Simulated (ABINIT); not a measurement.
An input for ABINIT 10.8.3 (Ge2Sb2Te5 (P-3m1)):

```
acell 3*1.0 Angstrom
rprim 
  4.294064424821 -0.000000000005 0.000000000000
  -2.147032212406 3.718768877384 0.000000000000
  0.000000000000 0.000000000000 17.101346000000
ntypat 3
znucl 32 51 52
natom 9
typat 1 1 2 2 3 3 3 3 3
xred 
  0.333333333333 0.666666666667 0.897105000000
  0.666666666667 0.333333333333 0.102895000000
  0.000000000000 0.000000000000 0.679932000000
  0.000000000000 0.000000000000 0.320068000000
  0.000000000000 0.000000000000 0.000000000000
  0.666666666667 0.333333333333 0.798458000000
  0.333333333333 0.666666666667 0.201542000000
  0.333333333333 0.666666666667 0.580108000000
  0.666666666667 0.333333333333 0.419892000000
pp_dirpath "pseudos"
pseudos "Ge.upf, Sb.upf, Te.upf"
ecut 56
ngkpt 3 3 1
nshiftk 1
shiftk 0.11 0.21 0.31
kptopt 3
chksymbreak 0
istwfk *1
occopt 1
irdwfk 1
optdriver 99
bs_calctype 1
mbpt_sciss -0.015 eV
bs_loband 91
nband 121
bs_exchange_term 1
bs_coulomb_term 21
bs_coupling 0
bs_algorithm 2
bs_freq_mesh 0 7 0.05 eV
zcut 0.15 eV
ecuteps 3
ecutwfn 28
inclvkb 2
mdf_epsinf 569.7
irdden 1
bs_haydock_niter 300
bs_haydock_tol -0.02 0
indata_prefix "in"
outdata_prefix "out"
tmpdata_prefix "tmp"
```

```sh
OMP_NUM_THREADS=1 mpirun -n 4 abinit run.abi > log
```

Question: Estimate wall time and host memory on 4 MPI ranks of Arm Neoverse V1, shared host.

It took 13 min; on shared hardware allow 6.4 min to 26 min. Peak host memory was 4.9 GiB.

The kernel grows as the square of the matrix size, and full diagonalisation as its cube.

[Paths, hosts, dates, memory and timing lines, banners, echoed tables and standing remarks are left out of the program output.]

[Logs are printed without paths, hosts, clocks, repeated set-up lines and the standing remarks that a program may print on its own settings, such as how far it seeks lower states.]

[Runs of the session that timed out or met a known fault of the program may be left out.]

[Hosts, paths, dates, database ids (printed as entryN), source tags and the programs' standing remarks are cut or masked in the printed files.]

[G0W0 gaps are taken among the corrected bands and points alone; a level outside them can change the order at an edge.]

[Where Ansatz stands beside ABINIT at settings called matched, ABINIT's density can come from a denser mesh and the files from another edition; pairs whose starting gaps differed by over 0.03 eV were left out, so agreement reads better than it is.]
